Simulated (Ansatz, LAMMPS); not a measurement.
# Structural relaxation of Zn2+ triflate in diglyme, from a frame at 330 K (103 atoms), part 2 of 3

How does Zn2+ triflate in diglyme, from a frame at 330 K (103 atoms) relax, and what do bonds, charges and levels look like afterwards?

Ansatz 0.2.0; Kohn-Sham DFT, PBE+D3(BJ), PAW (set soft_2), plane waves.

The cell: 22 C, 21 O, 42 H, 4 S, 12 F and 2 Zn. The network of contacts between molecules at the start is that of the classical potential that made the cell. The density was typed from a rule of thumb and may lie off the real one at this temperature. Only the Γ point is sampled, in a cell whose shortest periodic width is 11 Å.

So far. Step 3 (Single point at the start): The r.m.s. force component of 1.1 eV/Å and the pressure of 3.2 GPa set the starting point.

## 4. Relaxation

With the cell held, the atoms are moved downhill towards a nearby minimum.

The input, input.yaml:

```yaml
crystal:
  lattice:
    - [10.74009, 0.0, 0.0]
    - [0.0, 10.74009, 0.0]
    - [0.0, 0.0, 10.74009]
  atoms:
    [... the 103 atom lines of step 3 ...]
kpoints:
  mp_grid: { grid: [1, 1, 1] }
hamiltonian:
  xc: pbe
  dispersion: d3bj
scf:
  occupations: { method: fixed }
output:
  forces: true
relax:
  f_tol: 0.03
  max_steps: 200
```

Command:

```
$ ansatz run input.yaml --threads 4 --pin off --max-ram 8192MiB --backend cpu --events-out ev --progress --plain --runs-dir out
```

Numbers of over 12 decimals in the logs are rounded to 6 here.

What it wrote:

```text
[...]
Crystal: 103 atoms, lattice volume = 1238.864 Å³
Basis set: ecut = 420 eV, 24207 PW (Γ), exchange–correlation on 144×144×144 points (8 copies of the dense FFT grid, shifted against one another)
Bands: 297, of which v1, the nominal top of the filled ones, is band 194 counted from 1 (193 counted from 0)
Symmetry: 1 space group operations
[...]
k-points: 1
[...]
SCF iter   1: F=—  HF=-38033.238349 eV  |F-HF|=—  |Δ(HF+E_count)|=         —  Δρ=5.63e-3  dr2=5.94e-1  ethr=1.77e-3  ⟨swp⟩=5.0  Hψ=1045  notcnv=0  defer=101
[...]
SCF iter   3: F=—  HF=-38033.071946 eV  |F-HF|=—  |Δ(HF+E_count)|=   1.02e-2  Δρ=1.61e-3  dr2=4.45e-2  ethr=3.44e-5  ⟨swp⟩=3.0  Hψ=385  notcnv=0  defer=55
automatic band count: iteration 3 solves 251 bands in place of 297: the levels show a gap, and the empty bands left out lie too high to hold charge; the band table lists the bands solved (type scf.n_extra_bands for more)
SCF iter   4: F=—  HF=-38033.062926 eV  |F-HF|=—  |Δ(HF+E_count)|=   9.02e-3  Δρ=5.48e-4  dr2=5.59e-3  ethr=1.15e-5  ⟨swp⟩=3.0  Hψ=375  notcnv=0  defer=55
[...]
SCF iter   7: F=-38033.063561 eV  HF=-38033.063576 eV  |F-HF|=1.44e-5  |Δ(HF+E_count)|=   1.85e-5  Δρ=4.34e-5  dr2=2.21e-5  ethr=5.80e-9  ⟨swp⟩=3.0  Hψ=964  notcnv=0
SCF 1 converged in 7 iterations: F = -38033.063561 eV  dr2 = 2.21e-5
[...]
relax step   1: F+E_penalty+E_count = -38033.06356124 eV  Δ(F+E_penalty+E_count) = +0.000e0 eV  max|allowed force component| = 4.738e0 eV/Å  Δτ_max = 0.0000 Å  (7 SCF iters, dr2 threshold 2.25e-5 eV, accepted)
[... from here on, the SCF cycles and remarks between the steps are left out ...]
relax step   2: F+E_penalty+E_count = -38037.81998301 eV  Δ(F+E_penalty+E_count) = -4.756e0 eV  max|allowed force component| = 2.495e0 eV/Å  Δτ_max = 0.1917 Å  (7 SCF iters, dr2 threshold 1.00e-4 eV, accepted)
relax step   3: F+E_penalty+E_count = -38039.46658927 eV  Δ(F+E_penalty+E_count) = -1.647e0 eV  max|allowed force component| = 8.478e-1 eV/Å  Δτ_max = 0.1909 Å  (7 SCF iters, dr2 threshold 1.00e-4 eV, accepted)
relax step   4: F+E_penalty+E_count = -38039.85465197 eV  Δ(F+E_penalty+E_count) = -3.881e-1 eV  max|allowed force component| = 3.885e-1 eV/Å  Δτ_max = 0.1949 Å  (7 SCF iters, dr2 threshold 8.30e-5 eV, accepted)
relax step   5: F+E_penalty+E_count = -38040.01837403 eV  Δ(F+E_penalty+E_count) = -1.637e-1 eV  max|allowed force component| = 3.337e-1 eV/Å  Δτ_max = 0.1950 Å  (7 SCF iters, dr2 threshold 1.74e-5 eV, accepted)
relax step   6: F+E_penalty+E_count = -38040.10728678 eV  Δ(F+E_penalty+E_count) = -8.891e-2 eV  max|allowed force component| = 2.883e-1 eV/Å  Δτ_max = 0.1968 Å  (7 SCF iters, dr2 threshold 2.34e-5 eV, accepted)
relax step   7: F+E_penalty+E_count = -38040.15718313 eV  Δ(F+E_penalty+E_count) = -4.990e-2 eV  max|allowed force component| = 4.633e-1 eV/Å  Δτ_max = 0.1685 Å  (6 SCF iters, dr2 threshold 6.13e-5 eV, accepted)
relax step   8: F+E_penalty+E_count = -38040.19189747 eV  Δ(F+E_penalty+E_count) = -3.471e-2 eV  max|allowed force component| = 3.599e-1 eV/Å  Δτ_max = 0.0952 Å  (6 SCF iters, dr2 threshold 1.00e-4 eV, accepted)
relax step   9: F+E_penalty+E_count = -38040.19415998 eV  Δ(F+E_penalty+E_count) = -2.263e-3 eV  max|allowed force component| = 2.627e-1 eV/Å  Δτ_max = 0.2000 Å  (6 SCF iters, dr2 threshold 7.82e-5 eV, accepted)
relax step  10: F+E_penalty+E_count = -38040.22275328 eV  Δ(F+E_penalty+E_count) = -2.859e-2 eV  max|allowed force component| = 1.257e-1 eV/Å  Δτ_max = 0.2000 Å  (7 SCF iters, dr2 threshold 3.68e-5 eV, accepted)
relax step  11: F+E_penalty+E_count = -38040.23810576 eV  Δ(F+E_penalty+E_count) = -1.535e-2 eV  max|allowed force component| = 9.832e-2 eV/Å  Δτ_max = 0.1242 Å  (7 SCF iters, dr2 threshold 3.62e-6 eV, accepted)
relax step  12: F+E_penalty+E_count = -38040.24232877 eV  Δ(F+E_penalty+E_count) = -4.223e-3 eV  max|allowed force component| = 4.200e-2 eV/Å  Δτ_max = 0.0356 Å  (7 SCF iters, dr2 threshold 2.21e-6 eV, accepted)
relax step  13: F+E_penalty+E_count = -38040.24862158 eV  Δ(F+E_penalty+E_count) = -6.293e-3 eV  max|allowed force component| = 1.146e-1 eV/Å  Δτ_max = 0.0975 Å  (10 SCF iters, accepted)
relax step  14: F+E_penalty+E_count = -38040.25311404 eV  Δ(F+E_penalty+E_count) = -4.492e-3 eV  max|allowed force component| = 1.759e-1 eV/Å  Δτ_max = 0.0704 Å  (8 SCF iters, dr2 threshold 2.40e-6 eV, accepted)
relax step  15: F+E_penalty+E_count = -38040.25876405 eV  Δ(F+E_penalty+E_count) = -5.650e-3 eV  max|allowed force component| = 2.664e-1 eV/Å  Δτ_max = 0.0995 Å  (7 SCF iters, dr2 threshold 3.09e-5 eV, accepted)
relax step  16: F+E_penalty+E_count = -38040.26480596 eV  Δ(F+E_penalty+E_count) = -6.042e-3 eV  max|allowed force component| = 2.555e-1 eV/Å  Δτ_max = 0.0600 Å  (6 SCF iters, dr2 threshold 7.09e-5 eV, accepted)
relax step  17: F+E_penalty+E_count = -38040.27541543 eV  Δ(F+E_penalty+E_count) = -1.061e-2 eV  max|allowed force component| = 3.210e-1 eV/Å  Δτ_max = 0.1218 Å  (7 SCF iters, dr2 threshold 6.01e-5 eV, accepted)
relax step  18: F+E_penalty+E_count = -38040.28286746 eV  Δ(F+E_penalty+E_count) = -7.452e-3 eV  max|allowed force component| = 3.731e-1 eV/Å  Δτ_max = 0.0756 Å  (6 SCF iters, dr2 threshold 9.48e-5 eV, accepted)
relax step  19: F+E_penalty+E_count = -38040.29177496 eV  Δ(F+E_penalty+E_count) = -8.908e-3 eV  max|allowed force component| = 4.866e-1 eV/Å  Δτ_max = 0.1285 Å  (6 SCF iters, dr2 threshold 1.00e-4 eV, accepted)
relax step  20: F+E_penalty+E_count = -38040.29812413 eV  Δ(F+E_penalty+E_count) = -6.349e-3 eV  max|allowed force component| = 4.620e-1 eV/Å  Δτ_max = 0.0705 Å  (6 SCF iters, dr2 threshold 1.00e-4 eV, accepted)
relax step  21: F+E_penalty+E_count = -38040.30796300 eV  Δ(F+E_penalty+E_count) = -9.839e-3 eV  max|allowed force component| = 3.913e-1 eV/Å  Δτ_max = 0.0796 Å  (6 SCF iters, dr2 threshold 1.00e-4 eV, accepted)
relax step  22: F+E_penalty+E_count = -38040.31630434 eV  Δ(F+E_penalty+E_count) = -8.341e-3 eV  max|allowed force component| = 2.623e-1 eV/Å  Δτ_max = 0.1214 Å  (7 SCF iters, dr2 threshold 1.00e-4 eV, accepted)
relax step  23: F+E_penalty+E_count = -38040.32185835 eV  Δ(F+E_penalty+E_count) = -5.554e-3 eV  max|allowed force component| = 1.856e-1 eV/Å  Δτ_max = 0.0763 Å  (7 SCF iters, dr2 threshold 3.09e-5 eV, accepted)
relax step  24: F+E_penalty+E_count = -38040.32745274 eV  Δ(F+E_penalty+E_count) = -5.594e-3 eV  max|allowed force component| = 1.322e-1 eV/Å  Δτ_max = 0.0612 Å  (6 SCF iters, dr2 threshold 1.55e-5 eV, accepted)
relax step  25: F+E_penalty+E_count = -38040.33323276 eV  Δ(F+E_penalty+E_count) = -5.780e-3 eV  max|allowed force component| = 1.557e-1 eV/Å  Δτ_max = 0.1318 Å  (7 SCF iters, dr2 threshold 8.76e-6 eV, accepted)
[...]
relax step  52: F+E_penalty+E_count = -38040.62832270 eV  Δ(F+E_penalty+E_count) = -2.892e-3 eV  max|allowed force component| = 8.375e-2 eV/Å  Δτ_max = 0.1002 Å  (7 SCF iters, dr2 threshold 2.75e-6 eV, accepted)
relax step  53: F+E_penalty+E_count = -38040.63063726 eV  Δ(F+E_penalty+E_count) = -2.315e-3 eV  max|allowed force component| = 7.749e-2 eV/Å  Δτ_max = 0.0921 Å  (7 SCF iters, dr2 threshold 3.83e-6 eV, accepted)
relax step  54: F+E_penalty+E_count = -38040.63238793 eV  Δ(F+E_penalty+E_count) = -1.751e-3 eV  max|allowed force component| = 6.623e-2 eV/Å  Δτ_max = 0.0779 Å  (7 SCF iters, dr2 threshold 5.14e-6 eV, accepted)
relax step  55: F+E_penalty+E_count = -38040.63404298 eV  Δ(F+E_penalty+E_count) = -1.655e-3 eV  max|allowed force component| = 6.258e-2 eV/Å  Δτ_max = 0.0906 Å  (8 SCF iters, dr2 threshold 3.20e-6 eV, accepted)
relax step  56: F+E_penalty+E_count = -38040.63529232 eV  Δ(F+E_penalty+E_count) = -1.249e-3 eV  max|allowed force component| = 5.963e-2 eV/Å  Δτ_max = 0.0668 Å  (7 SCF iters, dr2 threshold 2.86e-6 eV, accepted)
relax step  57: F+E_penalty+E_count = -38040.63642257 eV  Δ(F+E_penalty+E_count) = -1.130e-3 eV  max|allowed force component| = 5.278e-2 eV/Å  Δτ_max = 0.0989 Å  (8 SCF iters, dr2 threshold 3.17e-6 eV, accepted)
relax step  58: F+E_penalty+E_count = -38040.63729188 eV  Δ(F+E_penalty+E_count) = -8.693e-4 eV  max|allowed force component| = 4.549e-2 eV/Å  Δτ_max = 0.0293 Å  (7 SCF iters, dr2 threshold 2.18e-6 eV, accepted)
relax step  59: F+E_penalty+E_count = -38040.63857176 eV  Δ(F+E_penalty+E_count) = -1.280e-3 eV  max|allowed force component| = 2.462e-2 eV/Å  Δτ_max = 0.0754 Å  (8 SCF iters, dr2 threshold 1.54e-6 eV, accepted)
relax step  60: F+E_penalty+E_count = -38040.63857206 eV  Δ(F+E_penalty+E_count) = -2.930e-7 eV  max|allowed force component| = 2.459e-2 eV/Å  Δτ_max = 0.0000 Å  (3 SCF iters, accepted)
relax step  61: F+E_penalty+E_count = -38040.63898453 eV  Δ(F+E_penalty+E_count) = -4.125e-4 eV  max|allowed force component| = 2.258e-2 eV/Å  Δτ_max = 0.0447 Å  (9 SCF iters, accepted)
relax step  62: F+E_penalty+E_count = -38040.63931297 eV  Δ(F+E_penalty+E_count) = -3.284e-4 eV  max|allowed force component| = 1.786e-2 eV/Å  Δτ_max = 0.0515 Å  (9 SCF iters, accepted)
SCF converged after 9 iterations
Free energy (F): -38040.639313 eV
[...]
Internal energy: -38040.639313 eV  (E = F + TS)
E sigma→0 (E₀):  -38040.639313 eV
Fermi energy:    0.005136 eV
[...]
--- Forces (eV/Å), atoms counted from 1 ---
  atom   1  C     -0.00126119     0.00205276    -0.00056921
  atom   2  O     -0.00188630    -0.00079789    -0.00072706
  atom   3  C     -0.00052303     0.00188818    -0.00179235
  atom   4  C     -0.00024279    -0.00061499    -0.00055131
  atom   5  O     -0.00091101     0.00162488     0.00195353
  atom   6  C     -0.00102696    -0.00011780     0.00105925
  atom   7  C      0.00261585    -0.00030262    -0.00071751
  atom   8  O     -0.00298054     0.00386805     0.00195452
  atom   9  C     -0.00224656    -0.00444921    -0.00167668
  atom  10  H      0.00265551    -0.00300969     0.00182228
  atom  11  H     -0.00104772    -0.00062522     0.00134439
  atom  12  H      0.00060319     0.00019190    -0.00145712
  atom  13  H      0.00123431    -0.00103151     0.00022067
  atom  14  H     -0.00014712    -0.00039846    -0.00203841
[...]
atom 102  Zn    -0.00038181    -0.00101338    -0.00260153
  atom 103  Zn     0.00459031     0.00065672     0.00294543
  max |Σ_I F_I| component: 1.55e-5 eV/Å
--- Relaxed structure (62 steps of the walk, 62 accepted, 0 SCFs on fresh bases) ---
  F+E_penalty+E_count = -38040.63931297 eV   max|allowed force component| = 1.786e-2 eV/Å
  atoms:
    - { symbol: C, position: [0.233174, 0.807871, 0.054539] }
    - { symbol: O, position: [0.185845, 0.688589, 1.016441] }
    - { symbol: C, position: [0.064736, 0.662200, 0.065897] }
    - { symbol: C, position: [1.022493, 0.539033, 0.010802] }
[...]
- { symbol: Zn, position: [0.242404, 0.592579, 0.852077] }
```

The job ended after 4 min (4 threads of Intel Xeon Platinum 8488C (Sapphire Rapids), shared host; peak memory 1.4 GiB).

Relaxation path (22 of 62):

```
step  energy less that of the first step (eV)  largest force component (eV/Å)
   1                                   0.0000                          4.7377
   4                                  -6.7911                          0.3885
   7                                  -7.0936                          0.4633
  10                                  -7.1592                          0.1257
  13                                  -7.1851                          0.1146
  16                                  -7.2012                          0.2555
  18                                  -7.2193                          0.3731
  21                                  -7.2444                          0.3913
  24                                  -7.2639                          0.1323
  27                                  -7.2790                          0.1704
  30                                  -7.2886                          0.2385
  33                                  -7.2976                          0.1675
  36                                  -7.3122                          0.2021
  39                                  -7.3393                          0.4409
  42                                  -7.3943                          0.3891
  45                                  -7.4521                          0.7805
  47                                  -7.5072                          0.6300
  50                                  -7.5567                          0.0961
  53                                  -7.5671                          0.0775
  56                                  -7.5717                          0.0596
  59                                  -7.5750                          0.0246
  62                                  -7.5758                          0.0179
```

The atoms that moved most (Å):

```
atom      dx      dy      dz  length
 F85   2.132   0.740  -1.425   2.669
 O81  -0.254  -1.643  -1.466   2.217
 F75   1.730   0.094   1.058   2.030
 O72  -0.446   1.770  -0.537   1.903
 F83   0.858  -0.218  -1.680   1.899
 F77  -0.182  -0.295   1.700   1.735
 F84   1.017   1.060   0.377   1.516
 O70   0.066  -0.274  -1.465   1.491
```

The relaxation changed the energy by -73.6 meV/atom, and atoms moved by 0.81 Å r.m.s., 2.7 Å at most.

## 5. Distances and neighbours after relaxation

Bonds before and after, by the cutoffs listed below:

```
pair  bonds before  bonds after  mean before (Å)  mean after (Å)  spread before (Å)  spread after (Å)
 H-C            42           42            1.097           1.099              0.032             0.004
 C-C             6            6            1.527           1.514              0.025             0.006
 C-O            18           18            1.436           1.436              0.023             0.010
 C-F            12           12            1.359           1.348              0.028             0.006
 C-S             4            4            1.854           1.875              0.024             0.002
 O-S            12           12            1.460           1.469              0.022             0.023
O-Zn            11           11            1.899           2.095              0.139             0.076
```

Density 1.51 g/cm³, 12.03 Å³ an atom.

g(r), total and by pair (bins of 0.2 Å):

```
r (Å)  total   H-H    H-C   H-O   H-F   H-S  H-Zn
 1.00   1.93  0.00  11.10  0.00  0.00  0.00  0.00
 1.20   1.32  0.00   7.60  0.00  0.00  0.00  0.00
 1.40   1.83  0.00   0.00  0.00  0.00  0.00  0.00
 1.60   0.36  0.00   0.00  0.00  0.00  0.00  0.00
 1.80   0.98  5.25   0.00  0.00  0.00  0.00  0.00
 2.00   1.01  0.00   0.00  5.25  0.00  0.00  0.00
 2.20   1.01  0.80   2.76  0.36  0.00  0.00  0.00
 2.40   1.02  2.12   0.09  0.77  0.16  0.00  0.00
 2.60   1.17  0.94   1.95  1.16  1.28  0.00  0.00
 2.80   0.63  1.07   0.69  1.21  0.51  0.35  0.00
 3.00   1.09  1.49   0.78  0.87  0.98  0.64  1.26
 3.20   0.86  0.38   0.90  0.38  1.23  0.56  4.12
 3.40   0.86  0.57   1.03  0.98  1.10  1.24  1.54
 3.60   0.88  1.12   0.75  0.56  0.69  0.90  2.73
 3.80   0.86  0.78   0.74  0.62  1.09  0.60  0.39
 4.00   1.03  0.91   1.16  0.76  1.09  1.46  3.68
 4.20   0.85  0.98   0.76  0.92  0.71  1.01  0.34
 4.40   1.09  1.06   0.85  1.24  1.37  0.92  0.59
 4.60   0.99  0.74   0.81  1.21  1.77  0.56  0.00
 4.80   1.10  1.16   1.02  1.26  1.32  2.27  0.00
 5.00   1.04  0.89   1.08  0.96  1.36  1.78  0.24
 5.20   0.99  0.66   0.87  1.16  1.23  1.52  1.31
```

Bonds by pair of elements; cutoffs follow the first minimum of g(r), held within bounds set by covalent radii, and pairs that aren't listed don't count as bonded:

```
pair A-B  cutoff (Å)  bonds  mean length (Å)  spread (Å)  shortest (Å)  B about A  A about B
     H-C        1.34     42             1.10       0.004          1.09          1       1.91
     C-C        1.85      6             1.51       0.006          1.50      0.545      0.545
     C-O        1.73     18             1.44        0.01          1.42      0.818      0.857
     C-F        1.62     12             1.35       0.006          1.34      0.545          1
     C-S        2.21      4             1.88       0.002          1.87      0.182          1
     O-S        1.93     12             1.47       0.023          1.45      0.571          3
    O-Zn         2.5     11             2.10       0.076          1.98      0.524        5.5
```

How many atoms have how many bonded neighbours:

```
element  mean   1  2  3   4  5  6
      C     4   0  0  0  22  0  0
      F     1  12  0  0   0  0  0
      H     1  42  0  0   0  0  0
      O  1.95   7  8  6   0  0  0
      S     4   0  0  0   4  0  0
     Zn   5.5   0  0  0   0  1  1
```

Bond angles, per cent of each kind in bins of 5°:

```
angle (°)  H-C-O  H-C-H  O-Zn-O  C-C-H  C-C-O
    75–80    0.0    0.0    12.0    0.0    0.0
    80–85    0.0    0.0     0.0    0.0    0.0
    85–90    0.0    0.0    16.0    0.0    0.0
    90–95    0.0    0.0    32.0    0.0    0.0
   95–100    0.0    0.0     8.0    0.0    0.0
  100–105    2.4    0.0     0.0    0.0    0.0
  105–110   71.4   76.7     8.0   45.8   58.3
  110–115   26.2   23.3     0.0   54.2   25.0
  115–120    0.0    0.0     0.0    0.0   16.7
  120–125    0.0    0.0     8.0    0.0    0.0
  125–130    0.0    0.0     0.0    0.0    0.0
  130–135    0.0    0.0     0.0    0.0    0.0
  135–140    0.0    0.0     0.0    0.0    0.0
  140–145    0.0    0.0     0.0    0.0    0.0
  145–150    0.0    0.0     0.0    0.0    0.0
  150–155    0.0    0.0     0.0    0.0    0.0
  155–160    0.0    0.0     0.0    0.0    0.0
  160–165    0.0    0.0     0.0    0.0    0.0
  165–170    0.0    0.0     8.0    0.0    0.0
  170–175    0.0    0.0     8.0    0.0    0.0
```

Bond angles (no mean is given where the spread exceeds 20°):

```
 angle  count  mean (°)  spread (°)
 H-C-O     42       109         1.8
 H-C-H     30       109         1.1
O-Zn-O     25         -           -
 C-C-H     24       110         1.3
 C-C-O     12       110           3
```

Bond length by coordination (bonds to H left out):

```
element  coordination  atoms  mean bond length (Å)
      O             1      7                  1.45
      O             2      8                  1.63
      O             3      6                  1.68
     Zn             5      1                  2.06
     Zn             6      1                  2.13
```

Rings of the network by King's shortest-path rule, up to 12 atoms, one path for each pair of neighbours; H, halogens, alkali and alkaline-earth atoms are left out, and the last column divides by all other atoms, bonded or not:

```
ring size (atoms)  rings  per network atom
                5      3             0.061
                8      1              0.02
```

By these cutoffs all C atoms have 4, all F atoms have 1, all H atoms have 1 and 38 % of O atoms have 2 bonded neighbours. The H-C-O angle averages 109° with a spread of 1.8°. Rings of 5 atoms are the most common (75 % of those counted); sizes run from 5 to 8.

(Part 2 of 3 ends here.)

[Logs are printed without paths, hosts, clocks, repeated set-up lines and the standing remarks that a program may print on its own settings, such as how far it seeks lower states.]

[Hosts, paths, dates, database ids (printed as entryN), source tags and the programs' standing remarks are cut or masked in the printed files.]
